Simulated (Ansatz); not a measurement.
# Li2HgF4 (built on the sites of a database entry of Cs2HgF4): following an unstable mode

Which phase does Li2HgF4 (built on the sites of a database entry of Cs2HgF4) fall into along its unstable mode, and how much energy does it gain?

Main program and level: Ansatz 0.2.0; DFT PBEsol, scalar-relativistic, plane waves, PAW.

The structure was built from a prototype and need not be the compound's stable phase.

## (1) The starting structure

The structure is tetragonal, space group I4/mmm (No. 139). The conventional cell has a = 4.540 Å, b = 4.540 Å, c = 10.845 Å, α = 90.00°, β = 90.00°, γ = 90.00°. Nearest to Li lie 1 F at 1.70 Å. Nearest to Hg lie 6 F at 2.20 to 2.27 Å. Nearest to F lie 1 Li at 1.70 Å and 1 Hg at 2.20 Å. F has 2 Hg at 2.27 Å nearest. Farther neighbours and most contacts between anions are not listed.

## (2) Modes at Γ

The cell comes from relaxations at this level that are not shown. The zone centre is the only wavevector solved here; it holds the modes that light can see, as far as symmetry allows. The response to a homogeneous field gives the Born charges and the dielectric tensor.

The input, input.yaml:

```yaml
crystal:
  lattice:
    - [-2.2698744399, 2.2698744399, 5.4223198673]
    - [2.2698744399, -2.2698744399, 5.4223198673]
    - [2.2698744399, 2.2698744399, -5.4223198673]
  atoms:
    - { symbol: Li, position: [0.3590037198, 0.3590037198, 0.0] }
    - { symbol: Li, position: [0.6409962802, 0.6409962802, 0.0] }
    - { symbol: Hg, position: [0.0, 0.0, 0.0] }
    - { symbol: F, position: [0.2024518664, 0.2024518664, 0.0] }
    - { symbol: F, position: [0.7975481336, 0.7975481336, 0.0] }
    - { symbol: F, position: [0.0, 0.5, 0.5] }
    - { symbol: F, position: [0.5, 0.0, 0.5] }
kpoints:
  mp_grid: { grid: [8, 8, 8] }
hamiltonian:
  xc: pbesol
scf:
  occupations: { method: fixed }
output:
  eigenvalues: true
phonons:
  method: dfpt
  dielectric: true
  rigid_motions: translations
```

Command:

```bash
ansatz run input.yaml --threads 8 --pin off --max-ram 14336MiB --backend cpu --events-out ev --progress --plain --runs-dir out
```

Numbers of over 12 decimals in the logs are rounded to 6 here.

Output:

```text
Engine: ansatz 0.2.0, aarch64-unknown-linux-gnu
Pseudopotentials: kind: paw
Pseudopotential: Li, paw, valence charge 3, recommended cutoff 420 eV (normal), Li.paw.azcp
Pseudopotential: Hg, paw, valence charge 20, recommended cutoff 420 eV (normal), Hg.paw.azcp
Pseudopotential: F, paw, valence charge 7, recommended cutoff 420 eV (normal), F.paw.azcp
Functional definition: PBEsol
  exchange = pbesol_x
  correlation = pbesol_c
Crystal: 7 atoms, lattice volume = 111.750 Å³
Basis set: ecut = 420 eV, 2195 PW (Γ), exchange–correlation on 90×90×90 points (8 copies of the dense FFT grid, shifted against one another)
Bands: 34, of which v1, the nominal top of the filled ones, is band 27 counted from 1 (26 counted from 0)
Symmetry: 16 space group operations
k-points: 260 of 512 (irreducible under 1 space group operation, time reversal used)
Non-local potential: Li, projectors of the file, l = 0: 3, l = 1: 2, l = 2: 1
Non-local potential: Hg, projectors of the file, l = 0: 3, l = 1: 2, l = 2: 2, l = 3: 1
Non-local potential: F, projectors of the file, l = 0: 2, l = 1: 2, l = 2: 1
PAW form: soft (Blöchl's): semilocal exchange-correlation on the pseudo side does not see the compensation charge
PAW frozen core: Hg, regenerated for the run's functional, and the local potential with it (the file was generated under x = pbe(κ = 0.804, μ = 0.219515), c = pbe(β = 0.066725))
PAW frozen core: F, regenerated for the run's functional, and the local potential with it (the file was generated under x = pbe(κ = 0.804, μ = 0.219515), c = pbe(β = 0.066725))
PAW one-centre angular grid: Li, 110 points (default); XC on 64 Gauss nodes
PAW one-centre angular grid: Hg, 590 points (default); XC on 64 Gauss nodes
PAW one-centre angular grid: F, 110 points (default); XC on 64 Gauss nodes
Initial density: superposition of atomic densities (neutral atoms: chi_scale 0, normalization atom), corrected by the library's trained network
Initial wavefunctions: pseudopotential atomic-orbital guess
Functional: x = pbesol(κ = 0.804, μ = 0.123457), c = pbesol(β = 0.046)
SCF iter   1: F=—  HF=-17278.294836 eV  |F-HF|=—  |Δ(HF+E_count)|=         —  Δρ=1.19e-2  dr2=9.88e-2  ethr=1.77e-3  ⟨swp⟩=4.9  Hψ=30742  notcnv=0  defer=1288
preconditioner: auto → Resta (q_TF=auto, 2.417 Å⁻¹)  ε∞=3.6  [insulator: Δε(μ)=1.676 eV  Ē_g=14.147 eV  n_scr=32 (ndim 8)  ℏωp=22.8 eV  f_vac=0.295  ε∞_Penn≈3.6]
SCF iter   2: F=—  HF=-17278.268965 eV  |F-HF|=—  |Δ(HF+E_count)|=   2.59e-2  Δρ=2.91e-3  dr2=4.55e-3  ethr=1.83e-4  ⟨swp⟩=2.0  Hψ=16394  notcnv=0  defer=1293
SCF iter   3: F=—  HF=-17278.267961 eV  |F-HF|=—  |Δ(HF+E_count)|=   1.00e-3  Δρ=9.91e-4  dr2=8.40e-4  ethr=8.42e-6  ⟨swp⟩=2.0  Hψ=13619  notcnv=0  defer=1299
SCF iter   4: F=—  HF=-17278.267862 eV  |F-HF|=—  |Δ(HF+E_count)|=   9.89e-5  Δρ=2.25e-4  dr2=6.59e-5  ethr=1.55e-6  ⟨swp⟩=2.0  Hψ=14676  notcnv=0  defer=1299
SCF iter   5: F=—  HF=-17278.267862 eV  |F-HF|=—  |Δ(HF+E_count)|=   2.97e-7  Δρ=1.63e-4  dr2=2.30e-5  ethr=1.22e-7  ⟨swp⟩=2.0  Hψ=12532  notcnv=0  defer=685
SCF iter   6: F=—  HF=-17278.267862 eV  |F-HF|=—  |Δ(HF+E_count)|=   6.61e-8  Δρ=4.73e-5  dr2=1.96e-6  ethr=4.26e-8  ⟨swp⟩=2.0  Hψ=13264  notcnv=0  defer=665
SCF iter   7: F=—  HF=-17278.267937 eV  |F-HF|=—  |Δ(HF+E_count)|=   7.49e-5  Δρ=1.01e-5  dr2=1.68e-7  ethr=3.63e-9  ⟨swp⟩=2.3  Hψ=12457  notcnv=0  defer=665
SCF iter   8: F=—  HF=-17278.267937 eV  |F-HF|=—  |Δ(HF+E_count)|=   2.06e-7  Δρ=1.82e-6  dr2=7.14e-9  ethr=3.11e-10  ⟨swp⟩=2.3  Hψ=13055  notcnv=0  defer=665
SCF iter   9: F=—  HF=-17278.267937 eV  |F-HF|=—  |Δ(HF+E_count)|=   8.58e-9  Δρ=3.68e-7  dr2=3.36e-10  ethr=1.32e-11  ⟨swp⟩=2.1  Hψ=13280  notcnv=0  defer=665
SCF iter  10: F=-17278.267937 eV  HF=-17278.267937 eV  |F-HF|=4.00e-11  |Δ(HF+E_count)|=  1.67e-10  Δρ=1.18e-7  dr2=2.75e-11  ethr=1.00e-12  ⟨swp⟩=11.8  Hψ=49147  notcnv=0
SCF 1 converged in 10 iterations: F = -17278.267937 eV  dr2 = 2.75e-11
  greatest PAW one-centre occupation: 1.000 electrons in one spin orbital (limit 2), on the Hg atom at site 2 (counted from 0), in its partial waves of l = 0
NSCF: frozen V_eff on 3 k-points
DFPT response loops at Γ: preconditioner auto → none (the input reference at scf.mixing.eps_inf says where Resta's filter doesn't serve); β = 0.50; Broyden in place of MSR1
SCF converged after 10 iterations
Free energy (F): -17278.267937 eV
Harris-Foulkes:  -17278.267937 eV  (|F-HF|=4.00e-11)
Internal energy: -17278.267937 eV  (E = F + TS)
E sigma→0 (E₀):  -17278.267937 eV
Fermi energy:    2.165526 eV
--- Per-component energies (eV) ---
  E_band       = -929.009990
  E_kinetic    = 1467.479516
  E_local      = -7112.436009  (includes V_loc(G=0)·N_el)
  E_nonlocal   = 310.177277
  E_hartree    = 2912.628817
  E_xc         = -551.600400
  E_vxc        = -690.639710  (∫ρ·V_xc dr)
  E_paw        = -10614.583271  (= ΣΔE_a)
  E_vpaw       = -728.857727  (= ΣTr[D̂ρ^β])
  E_aug_tail   = 0.009051  (compensation charges beyond the density's cutoff)
  E_ewald      = -3690.441339
  E_core_change = 0.498422  (= ΣΔE_core)
  E_smearing   = -0.000000  (= −TS)
  E_closure    = -0.000000  (closes the sum)
  Σ components = -17278.267937   (vs F -17278.267937, Δ=0.00e0)
--- Band table (eV; the first three rows and the last of 260) ---
  k-point 0: bands = [... 23 lower, 0.1366, 0.1366, 0.2677, 0.2677, 3.8734, 8.2831, 9.8974, 10.7517, ... 3 higher]
  k-point 1: bands = [... 23 lower, 0.1139, 0.2112, 0.3035, 0.6876, 4.2082, 8.3510, 9.9960, 10.7488, ... 3 higher]
  k-point 2: bands = [... 23 lower, 0.1793, 0.3821, 0.8562, 1.3236, 5.1434, 8.4756, 9.8320, 10.3811, ... 3 higher]
  k-point 259: bands = [... 23 lower, -0.1925, 0.0425, 0.5663, 0.5663, 4.3592, 7.8453, 8.5098, 11.3664, ... 3 higher]
--- Phonons (Γ-DFPT): 9 representative perturbations + reference, on 260 of 512 k-points (Σ response iterations 35) ---
  k mesh reduced under 1 symmetry operation, with k and −k counted as one. Each operation leaves every solved perturbation unchanged. A smaller set is not considered because the run solves the response to a homogeneous field
  ASR residual: 1.552e-4 → 0.000e0 eV/Å²; symmetrization residual: 3.427e-6 eV/Å²
  ASR residual per site (eV/Å²): 1.32e-4 1.32e-4 9.56e-6 1.55e-4 1.55e-4 8.91e-5 8.91e-5
  Γ frequencies (cm⁻¹): -245.47 -245.47 -175.96 -175.96 -97.06 -97.06 -32.71 0.00 0.00 0.00 83.23 110.37 110.37 115.60 115.60 290.45 347.25 403.23 403.23 622.15 644.14
  ε∞ (high-frequency dielectric tensor):
        2.652687     0.000000     0.000000
        0.000000     2.652687     0.000000
       -0.000000    -0.000000     2.233118
  softest optical mode at Γ: -245.47 cm⁻¹; the repairs (sum rule, projections) moved no ω² at Γ by more than (2.83 cm⁻¹)²
  Born effective charges Z* (e; rows j = field, columns β = displacement):
    site 0:
         1.08389    0.00000   -0.00000
         0.00000    1.08389   -0.00000
        -0.00000   -0.00000    1.23124
    site 1:
         1.08389    0.00000    0.00000
         0.00000    1.08389    0.00000
        -0.00000   -0.00000    1.23124
    site 2:
         2.41186    0.00000   -0.00000
         0.00000    2.41186   -0.00000
         0.00000    0.00000    2.28513
    site 3:
        -0.80051    0.00000    0.00000
         0.00000   -0.80051    0.00000
        -0.00000   -0.00000   -1.68390
    site 4:
        -0.80051    0.00000   -0.00000
         0.00000   -0.80051    0.00000
         0.00000   -0.00000   -1.68390
    site 5:
        -2.03335    0.00000    0.00000
         0.00000   -0.94528    0.00000
        -0.00000   -0.00000   -0.68991
    site 6:
        -0.94528    0.00000    0.00000
         0.00000   -2.03335    0.00000
        -0.00000    0.00000   -0.68991
  Z* charge neutrality: 1.314e-4 e pre-enforcement
  k-mesh period / interband length: 36.3 Å / 1.18 Å = 30.76 at k = (0.1250, -0.1250, 0.1250), direct gap 3.356 eV — 14 or more, which is no proof of convergence
  optical modes at Γ without the LO–TO term, one row a degenerate level:
      ω (cm⁻¹)  modes    IR ((D/Å)²/amu)
       -245.47      2            18.4368
       -175.96      2             0.0000
        -97.06      2             3.0489
        -32.71      1             0.0000
         83.23      1             2.0463
        110.37      2             0.0000
        115.60      2             0.0482
        290.45      1             0.0341
        347.25      1             0.0000
        403.23      2            10.7506
        622.15      1            16.6418
        644.14      1             0.0000
  optical modes at Γ + LO–TO along q̂ = [1.0000, 0.0000, 0.0000]:
      ω (cm⁻¹)  modes    IR ((D/Å)²/amu)
       -245.47      1             9.2184
       -175.96      2             0.0000
       -159.17      1             1.4051
        -97.06      1             1.5245
[...]
optical modes at Γ + LO–TO along q̂ = [0.0000, 1.0000, 0.0000]:
      ω (cm⁻¹)  modes    IR ((D/Å)²/amu)
[...]
optical modes at Γ + LO–TO along q̂ = [0.0000, 0.0000, 1.0000]:
      ω (cm⁻¹)  modes    IR ((D/Å)²/amu)
       -245.47      2            18.4368
       -175.96      2             0.0000
        -97.06      2             3.0489
        -32.71      1             0.0000
        110.37      2             0.0000
        115.60      2             0.0482
        139.63      1             1.0463
        290.85      1             0.0220
        347.25      1             0.0000
        403.23      2            10.7506
        644.14      1             0.0000
        730.95      1            17.6539
```

The job ended after 4.8 min (8 threads of Arm Neoverse V1, shared host; peak memory 3.7 GiB).

The column dr2 measures how far the density is from self-consistency, as an energy; F and HF (Harris–Foulkes) agree once it is small.

Numbers from this step:

| Item | Value |
| --- | --- |
| gap on the k-mesh | 1.708 eV |
| volume per atom | 15.96 Å³ |
| sum-rule residual before enforcement | 1.55e-4 eV/Å² |
| miss of the charge sum rule | 1.31e-4 e |
| point group | 4/mmm |
| highest optical mode at the zone centre (no LO-TO term) | 644.1 cm⁻¹ |
| lowest optical zone-centre mode | -245.5 cm⁻¹ |
| mean high-frequency dielectric constant | 2.513 |
| largest Born charge (third of the trace) | 2.370 e |
| top of the zone-centre spectrum with the field | 731.0 cm⁻¹ |

Without the LO-TO term. Patterns of degenerate modes are one choice out of their space. The modes at Γ (shares of kinetic energy by element, %) (negative means imaginary):

| mode | frequency (cm⁻¹) | symmetry | Li % | Hg % | F % |
| --- | --- | --- | --- | --- | --- |
| 1 | -245.5 | Eu | 57 | 0 | 42 |
| 2 | -245.5 | Eu | 57 | 0 | 42 |
| 3 | -176.0 | Eg | 91 | 0 | 9 |
| 4 | -176.0 | Eg | 91 | 0 | 9 |
| 5 | -97.1 | Eu | 7 | 1 | 92 |
| 6 | -97.1 | Eu | 7 | 1 | 92 |
| 7 | -32.7 | B2u | 0 | 0 | 100 |
| 8 | 0.0 | acoustic | 5 | 69 | 26 |
| 9 | 0.0 | acoustic | 5 | 69 | 26 |
| 10 | 0.0 | acoustic | 5 | 69 | 26 |
| 11 | 83.2 | A2u | 1 | 13 | 86 |
| 12 | 110.4 | Eg | 9 | 0 | 91 |
| 13 | 110.4 | Eg | 9 | 0 | 91 |
| 14 | 115.6 | Eu | 31 | 23 | 46 |
| 15 | 115.6 | Eu | 31 | 23 | 46 |
| 16 | 290.4 | A2u | 35 | 18 | 47 |
| 17 | 347.2 | A1g | 25 | 0 | 75 |
| 18 | 403.2 | Eu | 0 | 6 | 94 |
| 19 | 403.2 | Eu | 0 | 6 | 94 |
| 20 | 622.1 | A2u | 60 | 0 | 40 |
| 21 | 644.1 | A1g | 75 | 0 | 25 |

Displacements in mode 1 (-245.5 cm⁻¹), the largest set to 1:
```
Li1 -1.00 -0.04  0.00
Li2 -1.00 -0.04  0.00
Hg3 -0.02  0.00  0.00
F4   0.12  0.01  0.00
F5   0.12  0.01  0.00
F6   0.01  0.03  0.00
F7   0.71  0.00  0.00
```

Displacements in mode 20 (622.1 cm⁻¹), the largest set to 1:
```
Li1  0.00  0.00  1.00
Li2  0.00  0.00  1.00
Hg3  0.00  0.00  0.02
F4   0.00  0.00 -0.49
F5   0.00  0.00 -0.49
F6   0.00  0.00  0.05
F7   0.00  0.00  0.05
```

Before it was imposed, the acoustic sum rule was missed by 1.6e-4 eV/Å² and the charge sum rule by 1.3e-4 e. Small misses are needed for a sound result but don't prove that mesh and cutoff are converged. The lowest optical mode is imaginary, 245.5i cm⁻¹, so the energy falls along it.

## (3) The mode frozen in, largest atomic shift 0 Å

The mode followed lies at Γ with frequency 245.5i cm⁻¹ and is 2-fold degenerate, the softest among the wavevectors solved. At small amplitude the distorted cell has space group no. 44 by a symmetry search on the positions. The undistorted cell that holds it gives the zero of energy on the same k mesh.

Changes to input.yaml since step 2:

```diff
@@ -18,8 +18,6 @@
 scf:
-  occupations: { method: fixed }
+  occupations: { method: gaussian, width: 0.02 }
 output:
+  forces: true
+  stress: true
   eigenvalues: true
-phonons:
-  method: dfpt
-  dielectric: true
-  rigid_motions: translations
```

Output:

```text
[...]
Crystal: 7 atoms, lattice volume = 111.750 Å³
Basis set: ecut = 420 eV, 2195 PW (Γ), exchange–correlation on 90×90×90 points (8 copies of the dense FFT grid, shifted against one another)
Bands: 34, of which v1, the nominal top of the filled ones, is band 27 counted from 1 (26 counted from 0)
Symmetry: 16 space group operations
[...]
k-points: 59 of 512
[...]
k-point 0: bands = [... 23 lower, 0.1365, 0.1365, 0.2676, 0.2676, 3.8734, 8.2830, 9.8972, 10.7517, ... 2 higher]
  k-point 1: bands = [... 23 lower, 0.1139, 0.2111, 0.3035, 0.6876, 4.2082, 8.3509, 9.9958, 10.7488, ... 2 higher]
  k-point 2: bands = [... 23 lower, 0.1792, 0.3821, 0.8562, 1.3236, 5.1434, 8.4754, 9.8320, 10.3810, ... 2 higher]
  k-point 58: bands = [... 23 lower, -0.1925, 0.0424, 0.5663, 0.5663, 4.3592, 7.8452, 8.5096, 11.3664, ... 2 higher]
[key lines of the parts left out:]
SCF converged after 8 iterations
Free energy (F): -17278.267937 eV
Fermi energy:    3.019671 eV
P = ⅓ Tr σ = 0.0027 GPa (0.027 kbar)
```

Elapsed: 1.9 s, on 8 threads; peak memory 0.62 GiB; 13 s of CPU time.

This step gave:

```yaml
pressure: 0.002662 GPa
energy_from_the_undistorted_cell: 0 meV/atom
```

At this level the gap is 1.71 eV on the k-mesh of the self-consistent run, which can miss the band edges.

## (4) The mode frozen in, largest atomic shift 0.6 Å

The atoms are moved along the unstable eigenvector, the largest shift by 0.6 Å, with the cell fixed.

input.yaml, the sections that differ from step 3:

```yaml
crystal:
  lattice:
    - [-2.2698744399, 2.2698744399, 5.4223198673]
    - [2.2698744399, -2.2698744399, 5.4223198673]
    - [2.2698744399, 2.2698744399, -5.4223198673]
  atoms:
    - { symbol: Li, position: [0.3590037198, 0.226837819, -0.1321659008] }
    - { symbol: Li, position: [0.6409962802, 0.5088303795, -0.1321659008] }
    - { symbol: Hg, position: [0.0, -0.0029592035, -0.0029592035] }
    - { symbol: F, position: [0.2024518664, 0.2186520358, 0.0162001694] }
    - { symbol: F, position: [0.7975481336, 0.813748303, 0.0162001694] }
    - { symbol: F, position: [0.0, 0.5011835203, 0.5011835203] }
    - { symbol: F, position: [0.5, 0.0942192638, 0.5942192638] }
# kpoints, hamiltonian, scf, output: as in step 3
```

Output:

```text
[...]
Crystal: 7 atoms, lattice volume = 111.750 Å³
Basis set: ecut = 420 eV, 2195 PW (Γ), exchange–correlation on 90×90×90 points (8 copies of the dense FFT grid, shifted against one another)
Bands: 34, of which v1, the nominal top of the filled ones, is band 27 counted from 1 (26 counted from 0)
Symmetry: 4 space group operations
[...]
k-points: 95 of 512 (time reversal used)
[...]
k-point 0: bands = [... 23 lower, 0.0426, 0.0583, 0.1825, 0.3021, 3.7657, 8.8337, 9.8394, 10.8145, ... 2 higher]
  k-point 1: bands = [... 23 lower, 0.0276, 0.1229, 0.2019, 0.6594, 4.0903, 8.8944, 9.9102, 10.7621, ... 2 higher]
  k-point 2: bands = [... 23 lower, 0.0950, 0.2880, 0.6135, 1.2488, 4.9850, 8.9304, 10.0043, 10.6365, ... 2 higher]
  k-point 94: bands = [... 23 lower, -0.2737, 0.0641, 0.4730, 0.4832, 4.4196, 7.7503, 8.8824, 11.4728, ... 2 higher]
[key lines of the parts left out:]
SCF converged after 9 iterations
Free energy (F): -17278.893676 eV
Fermi energy:    2.819680 eV
P = ⅓ Tr σ = -0.8877 GPa (-8.877 kbar)
```

Wall time 5.2 s (8 threads); peak memory 0.65 GiB.

This step gave:

| Property | Result |
| --- | --- |
| pressure | -0.8877 GPa |
| gap on the k-mesh | 1.892 eV |
| energy from the undistorted cell | -89.39 meV/atom |

The energy, extrapolated to zero smearing, is -89.39 meV/atom against the undistorted cell.

The run ends at a pressure of -0.89 GPa, with forces up to 0.78 eV/Å.

## (5) Energy along the mode, all amplitudes (two of the runs are shown above)

An imaginary frequency means negative curvature, so the energy should fall and then rise again as anharmonic terms take over.

This step gave:

- depth at the lowest point sampled: 89.39 meV/atom
- largest atomic shift at that point: 0.6 Å

Table of energy from the parent by largest atomic shift:

| largest atomic shift (Å) | energy from the parent (meV/atom) |
| --- | --- |
| 0.000 | 0 |
| 0.040 | -0.612 |
| 0.080 | -2.44 |
| 0.140 | -7.36 |
| 0.220 | -17.7 |
| 0.320 | -35.2 |
| 0.450 | -62.0 |
| 0.600 | -89.4 |

Displacement at unit largest shift by atom:

| atom | x (Å) | y (Å) | z (Å) | size |
| --- | --- | --- | --- | --- |
| Li1 | -1.00 | 0.00 | 0.00 | 1.00 |
| Li2 | -1.00 | 0.00 | 0.00 | 1.00 |
| Hg3 | -0.02 | 0.00 | 0.00 | 0.02 |
| F4 | 0.12 | 0.00 | 0.00 | 0.12 |
| F5 | 0.12 | 0.00 | 0.00 | 0.12 |
| F6 | 0.01 | 0.00 | 0.00 | 0.01 |
| F7 | 0.71 | 0.00 | 0.00 | 0.71 |

The lowest of the steps tried is the last one, at 0.6 Å, 89.4 meV/atom below the parent; the bottom of the well need not coincide with a step.

(Part 1 of 3 ends here.)

[Logs are printed without paths, hosts, clocks, repeated set-up lines and the standing remarks that a program may print on its own settings, such as how far it seeks lower states.]

[Hosts, paths, dates, database ids (printed as entryN), source tags and the programs' standing remarks are cut or masked in the printed files.]
